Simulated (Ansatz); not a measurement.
# Phonons of NbGaGe in the AlB2 type

Question: is the lattice of NbGaGe in the AlB2 type stable, and if so, what are its coupling constant and resistivity?

Main program and level: Ansatz 0.2.0; DFT PBE, scalar-relativistic, plane waves, PAW; PAW set soft_1.

Report form: the programs' logs are mostly left out.

The structure was built from a prototype and need not be the compound's stable phase.

## (1) Starting point

It takes space group P-6m2 (No. 187, hexagonal). Conventional cell: a = 4.045 Å, b = 4.045 Å, c = 4.247 Å, α = 90.00°, β = 90.00°, γ = 120.00°. Nearest to Nb lie 6 Ge at 3.16 Å and 6 Ga at 3.16 Å. Ga has 3 Ge at 2.34 Å and 6 Nb at 3.16 Å nearest. Nearest to Ge lie 3 Ga at 2.34 Å and 6 Nb at 3.16 Å. Farther neighbours are not listed.

## (2) Quick single point

One cheap point first: pressure, gap and cost.

input.yaml reads:

```yaml
crystal:
  lattice:
    - [4.04467, 0.0, 0.0]
    - [-2.02233, 3.50279, 0.0]
    - [0.0, 0.0, 4.2469]
  atoms:
    - { symbol: Nb, position: [0.0, 0.0, 0.0] }
    - { symbol: Ga, position: [0.33333333, 0.66666667, 0.5] }
    - { symbol: Ge, position: [0.66666667, 0.33333333, 0.5] }
kpoints:
  mp_grid: { grid: [6, 6, 4] }
hamiltonian:
  xc: pbe
  pseudopotentials: { kind: paw, azcp: { folder: soft_1 } }
scf:
  occupations: { method: gaussian, width: 0.1 }
output:
  forces: true
  stress: true
  eigenvalues: true
```

On the command line:

```
$ ansatz run input.yaml --threads 4 --pin off --max-ram 12288MiB --backend cpu --events-out ev --progress --plain --runs-dir out
```

Wall time 4.2 s (4 threads of Arm Neoverse V2, shared host); peak memory 0.45 GiB; 4.9 s of CPU time.

Numbers from this step:

```
pressure          : -7.341 GPa
volume per atom   : 20.06 Å³/atom
metallic on mesh  : yes
gap on the k-mesh : 0 eV
```

The start is at -7.3 GPa on this mesh and has no gap.

## (3) Relaxation

Lattice constant and positions set the bands and the force constants, so the cell is relaxed first.

Changes to input.yaml since step 2:

```diff
@@ -10,3 +10,3 @@
 kpoints:
-  mp_grid: { grid: [6, 6, 4] }
+  mp_grid: { grid: [9, 9, 8] }
 hamiltonian:
@@ -20 +20,6 @@
   eigenvalues: true
+relax:
+  adjacent_minimum: "off"
+  f_tol: 0.005
+  max_steps: 80
+  cell: { stress_tol: 0.05 }
```

Run time: 44 s. Hardware: 4 threads; peak memory 0.56 GiB; 2.7 min of CPU time.

Step by step:

```
step  energy less that of the first step (eV)  largest force component (eV/Å)  pressure (GPa)  volume (Å³)
   1                                   0.0000                          0.0000           -7.32        60.17
   2                                  -0.3650                          0.0000           -5.39        57.31
   3                                  -0.6744                          0.0000           -3.34        54.90
   4                                  -0.9100                          0.0000           -0.85        52.88
   5                                  -1.0925                          0.0000           -0.85        52.04
   6                                  -1.2280                          0.0000            0.88        50.34
   7                                  -1.5086                          0.0000            2.26        49.27
   8                                  -1.8386                          0.0000            5.09        48.00
   9                                  -1.9320                          0.0000           -0.37        50.33
  10                                  -1.9404                          0.0000           -1.24        50.51
  11                                  -1.9427                          0.0000            0.08        50.00
  12                                  -1.9427                          0.0000            0.00        50.03
 13*                                  -1.9514                          0.0000            0.30        50.03
  14                                  -1.9516                          0.0000            0.03        50.16
 15*                                  -1.9516                          0.0000            0.03        50.16
```

Relaxation steps marked * repeat the geometry before them on a plane-wave basis chosen anew for their cell, so energy and pressure can jump there.

The run keeps the 12 symmetry operations that it works with, so distortions that break them were not tested.

```
     cell as run  before  after   change
           a (Å)   4.045  4.615  +14.1 %
           b (Å)   4.045  4.615  +14.1 %
           c (Å)   4.247  2.719  -36.0 %
volume (Å³/atom)   20.06  16.72  -16.6 %
```

Final coordinates:

```
Nb Ga Ge
1.0
     4.61540    0.00000    0.00000
    -2.30770    3.99706    0.00000
     0.00000    0.00000    2.71910
Nb Ga Ge
1 1 1
Cartesian
  0.0000 0.0000 0.0000
  0.0000 2.6647 1.3595
  2.3077 1.3324 1.3595
```

Numbers from this step:

```yaml
pressure: 0.02747 GPa
volume_per_atom: 16.72 Å³/atom
```

The largest force is now zero by symmetry and the largest stress component 0.049 GPa.

## (4) Relaxing cell and atoms

The relaxation is repeated from the new cell as a check.

input.yaml, the sections that differ from step 3:

```yaml
crystal:
  lattice:
    - [4.6154032275, -3.2941e-06, 0.0]
    - [-2.307698761, 3.9970580908, 0.0]
    - [0.0, 0.0, 2.7190961252]
  atoms:
    - { symbol: Nb, position: [0.0, 0.0, 0.0] }
    - { symbol: Ga, position: [0.3333333333, 0.6666666667, 0.5] }
    - { symbol: Ge, position: [0.6666666667, 0.3333333333, 0.5] }
kpoints:
  mp_grid: { grid: [9, 9, 10] }
# hamiltonian, scf, output, relax: as in step 3
```

Wall time 12 s (4 threads); peak memory 0.53 GiB.

Relaxation path:

```
step  energy less that of the first step (eV)  largest force component (eV/Å)  pressure (GPa)  volume (Å³)
   1                                   0.0000                          0.0000            0.02        50.16
   2                                  -0.0031                          0.0000            0.12        50.23
   3                                  -0.0031                          0.0000           -0.08        50.30
   4                                  -0.0032                          0.0000            0.02        50.26
   5                                  -0.0032                          0.0000            0.02        50.26
```

The log counts 1 steps on a newly chosen plane-wave basis, not all of them marked here; energy and pressure can jump at such steps.

```
conventional cell, symmetrised  before  after  change
                         a (Å)   4.615  4.637  +0.5 %
                         b (Å)   4.615  4.637  +0.5 %
                         c (Å)   2.719  2.699  -0.7 %
              volume (Å³/atom)   16.72  16.75  +0.2 %
```

The relaxed structure:

```cif
data_structure
_symmetry_space_group_name_H-M 'P 1'
_symmetry_Int_Tables_number 1
_cell_length_a 4.6371
_cell_length_b 4.6371
_cell_length_c 2.6989
_cell_angle_alpha 90.000
_cell_angle_beta 90.000
_cell_angle_gamma 120.000
_cell_volume 50.26
loop_
_atom_site_label
_atom_site_type_symbol
_atom_site_fract_x
_atom_site_fract_y
_atom_site_fract_z
_atom_site_occupancy
Nb1 Nb 0.00000 0.00000 0.00000 1
Ga2 Ga 0.33333 0.66667 0.50000 1
Ge3 Ge 0.66667 0.33333 0.50000 1
```

This step gave:

| Item | Value |
| --- | --- |
| pressure | 0.01763 GPa |
| volume per atom | 16.75 Å³/atom |

The largest force is now zero by symmetry and the largest stress component 0.024 GPa.

## (5) Relaxing tightly for phonons

No force is left; the cell is relaxed once more with another smearing and tight thresholds.

input.yaml, the sections that differ from step 4:

```yaml
crystal:
  lattice:
    - [4.6370812899, -3.3096e-06, 0.0]
    - [-2.3185377788, 4.0158318512, 0.0]
    - [0.0, 0.0, 2.6988644068]
  atoms:
    - { symbol: Nb, position: [0.0, 0.0, 0.0] }
    - { symbol: Ga, position: [0.3333333333, 0.6666666667, 0.5] }
    - { symbol: Ge, position: [0.6666666667, 0.3333333333, 0.5] }
kpoints:
  mp_grid: { grid: [6, 6, 12] }
scf:
  occupations: { method: methfessel_paxton, width: 0.2 }
relax:
  adjacent_minimum: "off"
  f_tol: 0.001
  max_steps: 60
  cell: { stress_tol: 0.01 }
# hamiltonian, output: as in step 4
```

Elapsed: 9.1 s, on 4 threads; peak memory 0.52 GiB; 34 s of CPU time.

Relaxation path:

```
step  energy less that of the first step (eV)  largest force component (eV/Å)  pressure (GPa)  volume (Å³)
   1                                   0.0000                          0.0000            0.41        50.26
   2                                  -0.0028                          0.0000           -0.35        50.48
   3                                  -0.0030                          0.0000            0.26        50.21
   4                                  -0.0030                          0.0000            0.00        50.33
   5                                  -0.0031                          0.0000            0.00        50.33
```

The log counts 1 steps on a newly chosen plane-wave basis, not all of them marked here; energy and pressure can jump at such steps.

```
conventional cell, symmetrised  before  after  change
                         a (Å)   4.637  4.620  -0.4 %
                         b (Å)   4.637  4.620  -0.4 %
                         c (Å)   2.699  2.722  +0.9 %
              volume (Å³/atom)   16.75  16.78  +0.1 %
```

The relaxed structure:

```
Nb Ga Ge
1.0
     4.62044    0.00000    0.00000
    -2.31022    4.00142    0.00000
     0.00000    0.00000    2.72212
Nb Ga Ge
1 1 1
Direct
  0.00000 0.00000 0.00000
  0.33333 0.66667 0.50000
  0.66667 0.33333 0.50000
```

This step gave:

* pressure: -0.001472 GPa
* volume per atom: 16.78 Å³/atom

The largest force is now zero by symmetry and the largest stress component 0.0022 GPa, small enough for phonons.

## (6) Phonons: q 2×2×2, k 4×4×6

Couplings are defined for a stable lattice alone, so phonons come first.

input.yaml reads:

```yaml
crystal:
  lattice:
    - [4.6204444543, -3.2977e-06, 0.0]
    - [-2.3102193713, 4.001423923, 0.0]
    - [0.0, 0.0, 2.7221168509]
  atoms:
    - { symbol: Nb, position: [0.0, 0.0, 0.0] }
    - { symbol: Ga, position: [0.3333333333, 0.6666666667, 0.5] }
    - { symbol: Ge, position: [0.6666666667, 0.3333333333, 0.5] }
kpoints:
  mp_grid: { grid: [4, 4, 6] }
hamiltonian:
  xc: pbe
  pseudopotentials: { kind: paw, azcp: { folder: soft_1 } }
scf:
  occupations: { method: methfessel_paxton, width: 0.2 }
output:
  eigenvalues: true
phonons:
  method: dfpt
  qmesh: [2, 2, 2]
  temperatures: { t_max: 1000, t_step: 50 }
  qpath:
    path:
      - [[0.0, 0.0, 0.0], [0.5, 0.0, 0.0], [0.33333333, 0.33333333, 0.0], [0.0, 0.0, 0.0], [0.0, 0.0, 0.5], [0.5, 0.0, 0.5], [0.33333333, 0.33333333, 0.5], [0.0, 0.0, 0.5]]
      - [[0.5, 0.0, 0.5], [0.5, 0.0, 0.0]]
      - [[0.33333333, 0.33333333, 0.5], [0.33333333, 0.33333333, 0.0]]
    npoints: 10
```

Run time: 37 s. Hardware: 4 threads; peak memory 0.63 GiB.

This step gave:

| Item | Value |
| --- | --- |
| share of imaginary modes in the plain interpolation between solved wavevectors | 0.0018 |
| highest frequency, solved or plainly interpolated | 220.5 cm⁻¹ |

Solved on the 2×2×2 mesh alone; all other wavevectors are interpolated. The phonon branches at the labelled points (cm⁻¹):

```
    point  branch 1  branch 2  branch 3  branch 4  branch 5  branch 6  branch 7  branch 8  branch 9
        Γ       -37         0         0         0        74       117       117       199       199
  halfway        -7        49        61        76        88       119       126       199       209
        M         5        73        82        89       108       129       144       193       220
  halfway        29        72        80        87       112       126       156       192       219
        K        41        72        78        88       115       122       176       182       218
  halfway        15        56        65        76       100       121       128       200       210
        Γ       -37         0         0         0        74       117       117       199       199
  halfway        84        84       113       123       148       148       155       196       196
        A       110       110       148       171       179       179       192       192       220
  halfway        97       118       123       152       157       186       197       198       213
        L        81        84       119       131       164       174       201       202       207
  halfway        81        82       106       139       170       173       197       197       211
        H        78        84        89       154       156       185       188       195       213
  halfway        94       116       121       136       166       184       197       198       212
        A       110       110       148       171       179       179       192       192       220
jump to L        81        84       119       131       164       174       201       202       207
  halfway        67        86       123       124       135       148       169       187       212
        M         5        73        82        89       108       129       144       193       220
jump to H        78        84        89       154       156       185       188       195       213
  halfway        80        83        87       145       147       151       172       175       212
        K        41        72        78        88       115       122       176       182       218
```

Among the solved wavevectors the lowest mode, translations apart, is -37.1 cm⁻¹, imaginary.

## (7) Phonons: q 3×3×3, k 6×6×9

An imaginary mode on so few k-points may come from the sampling, so the phonons are repeated with another q and k mesh.

Changes to input.yaml since step 6:

```diff
@@ -10,3 +10,3 @@
 kpoints:
-  mp_grid: { grid: [4, 4, 6] }
+  mp_grid: { grid: [6, 6, 9] }
 hamiltonian:
@@ -20,3 +20,3 @@
   method: dfpt
-  qmesh: [2, 2, 2]
+  qmesh: [3, 3, 3]
   temperatures: { t_max: 1000, t_step: 50 }
```

Run time: 3.7 min. Hardware: 4 threads; peak memory 1.4 GiB.

Numbers from this step:

| Quantity | Value |
| --- | --- |
| share of imaginary modes in the plain interpolation between solved wavevectors | 0.0089 |
| highest frequency, solved or plainly interpolated | 243 cm⁻¹ |

Solved on the 3×3×3 mesh alone; all other wavevectors are interpolated. The phonon branches at the labelled points (cm⁻¹):

```
    point  branch 1  branch 2  branch 3  branch 4  branch 5  branch 6  branch 7  branch 8  branch 9
        Γ         0         0         0        67        88       119       119       181       181
  halfway       -38        40        60        75        79       102       120       186       194
        M       -39        61        70        80        81       100       131       188       203
  halfway        23        59        63        73        79        99       148       182       206
        K        42        52        65        76        76        99       167       170       208
  halfway       -38        43        61        79        79        97       127       184       198
        Γ         0         0         0        67        88       119       119       181       181
  halfway        67        67       125       125       130       141       178       186       186
        A       105       105       123       123       169       192       192       194       243
  halfway        94       111       117       119       173       183       192       196       242
        L        80       112       116       122       168       180       192       199       239
  halfway        75       112       118       129       163       184       190       197       239
        H        71       113       119       145       148       189       191       193       238
  halfway        90       114       115       120       174       180       191       197       241
        A       105       105       123       123       169       192       192       194       243
jump to L        80       112       116       122       168       180       192       199       239
  halfway        77        88        90       122       134       154       165       190       202
        M       -39        61        70        80        81       100       131       188       203
jump to H        71       113       119       145       148       189       191       193       238
  halfway        58        89        91       143       144       163       166       167       206
        K        42        52        65        76        76        99       167       170       208
```

Lowest modes at the softest wavevector of the mesh. The modes at q = (0.000, 0.333, 0.000) (shares of kinetic energy by element, %) (negative means imaginary):

```
mode  frequency (cm⁻¹)  Nb %  Ga %  Ge %
   1             -43.9    94     6     0
   2              52.4    52    23    25
   3              61.4     0     4    95
   4              79.1     5    90     5
   5              90.5    90     1     8
   6              93.6    41    28    31
```

Displacements in mode 1 (-43.9 cm⁻¹), the largest set to 1, in the home cell (x, y, z of the real part, then of the imaginary part):
```
Nb1  0.00  0.00  1.00  0.00  0.00  0.01
Ga2  0.00  0.00 -0.04  0.00  0.00  0.29
Ge3  0.00  0.00  0.02  0.00  0.00  0.00
```

Displacements in mode 6 (93.6 cm⁻¹), the largest set to 1, in the home cell (x, y, z of the real part, then of the imaginary part):
```
Nb1  0.80  0.00  0.00 -0.60  0.00  0.00
Ga2 -0.95  0.00  0.00 -0.05  0.00  0.00
Ge3 -0.81  0.00  0.00 -0.53  0.00  0.00
```

The modes has structure finer than the step of the table below, so its rows give means over 10 cm⁻¹, whole bins alone (the curve runs from -53.9 to 260 cm⁻¹). Peaks (cm⁻¹: height): Ga 78.2: 0.0322, 121.6: 0.0250, 188.7: 0.0514; Ge 64.4: 0.0253, 119.6: 0.0275, 188.7: 0.0477; Nb 113.7: 0.0480, 188.7: 0.0128, 214.3: 0.0106, 226.1: 0.0139, 238.0: 0.0177.

Phonopy on the run's constants, 15x15x21 mesh, Gaussian sigma 2.2 cm⁻¹. The modes by wavenumber; means over each step; values in 1/cm⁻¹/cell:

```
wavenumber (cm⁻¹)       Ga       Ge       Nb
              -40   1.2e-4   4.1e-6  0.00159
              -30   1.3e-4   2.1e-5  0.00141
              -20   2.1e-4   3.8e-5  0.00219
              -10   2.0e-4   5.8e-5  0.00188
                0   6.2e-5   3.3e-5   3.0e-4
               10   1.2e-4   8.3e-5   6.1e-4
               20   5.0e-4   4.2e-4  0.00138
               30  0.00102   9.7e-4  0.00273
               40  0.00214  0.00228  0.00342
               50  0.00636  0.00681  0.00813
               60  0.00863   0.0160   0.0119
               70   0.0138   0.0217   0.0155
               80   0.0265   0.0193   0.0201
               90   0.0152   0.0123   0.0234
              100   0.0135   0.0132   0.0314
              110   0.0169   0.0147   0.0408
              120   0.0229   0.0248   0.0359
              130   0.0158   0.0173  0.00862
              140   0.0106   0.0117  0.00503
              150  0.00916  0.00938  0.00631
              160   0.0130   0.0120  0.00687
              170   0.0174   0.0158  0.00771
              180   0.0298   0.0274  0.00920
              190   0.0448   0.0426   0.0116
              200   0.0222   0.0222  0.00731
              210  0.00741  0.00712  0.00662
              220   6.8e-4   7.2e-4  0.00528
              230   5.6e-4   6.4e-4   0.0101
              240   4.0e-4   4.8e-4   0.0123
              250   4.1e-6   5.0e-6   3.1e-4
```

No LO-TO term; unit eigenvectors of the mass-weighted matrix. The modes at Γ (shares of kinetic energy by element, %):

```
mode  frequency (cm⁻¹)  symmetry  Nb %  Ga %  Ge %
   1               0.0   unnamed    39    30    31
   2               0.0   unnamed    39    30    31
   3               0.0   unnamed    39    30    31
   4              66.6      A2''    15    17    69
   5              87.9      A2''    46    54     0
   6             118.6        E'    60    14    26
   7             118.6        E'    60    14    26
   8             180.7        E'     1    57    43
   9             180.7        E'     1    57    43
```

Displacements in mode 4 (66.6 cm⁻¹), the largest set to 1:
```
Nb1  0.00  0.00 -0.41
Ga2  0.00  0.00 -0.50
Ge3  0.00  0.00  1.00
```

Displacements in mode 8 (180.7 cm⁻¹), the largest set to 1:
```
Nb1  0.00 -0.08  0.00
Ga2  0.00  1.00  0.00
Ge3  0.00 -0.85  0.00
```

Among the solved wavevectors the lowest mode, translations apart, is -43.9 cm⁻¹, imaginary.

## (8) What came out

| Item | Value |
| --- | --- |
| phonon run of the rows without a label of their own | PBE, q 3×3×3, k 6×6×9 |
| softest mode on the q mesh | -43.9 cm⁻¹ at q = (0, 0.333, 0) |
| highest frequency, solved or plainly interpolated | 243 cm⁻¹ |

In words: The lattice is dynamically unstable at this level: a mode at q = (0, 0.333, 0) is imaginary, 43.9i cm⁻¹, so no harmonic coupling constant or resistivity is defined for this structure. These meshes are coarse, and single modes of a metal can move by tens of cm⁻¹ with the k mesh. The mode is weak and these meshes are coarse, so a denser k mesh or another smearing could remove it. The phonon runs are not spin-polarised. The structure was built by hand as an ordered model, and its stability against other phases was not tested.

[Logs are printed without paths, hosts, clocks, repeated set-up lines and the standing remarks that a program may print on its own settings, such as how far it seeks lower states.]

[Hosts, paths, dates, database ids (printed as entryN), source tags and the programs' standing remarks are cut or masked in the printed files.]
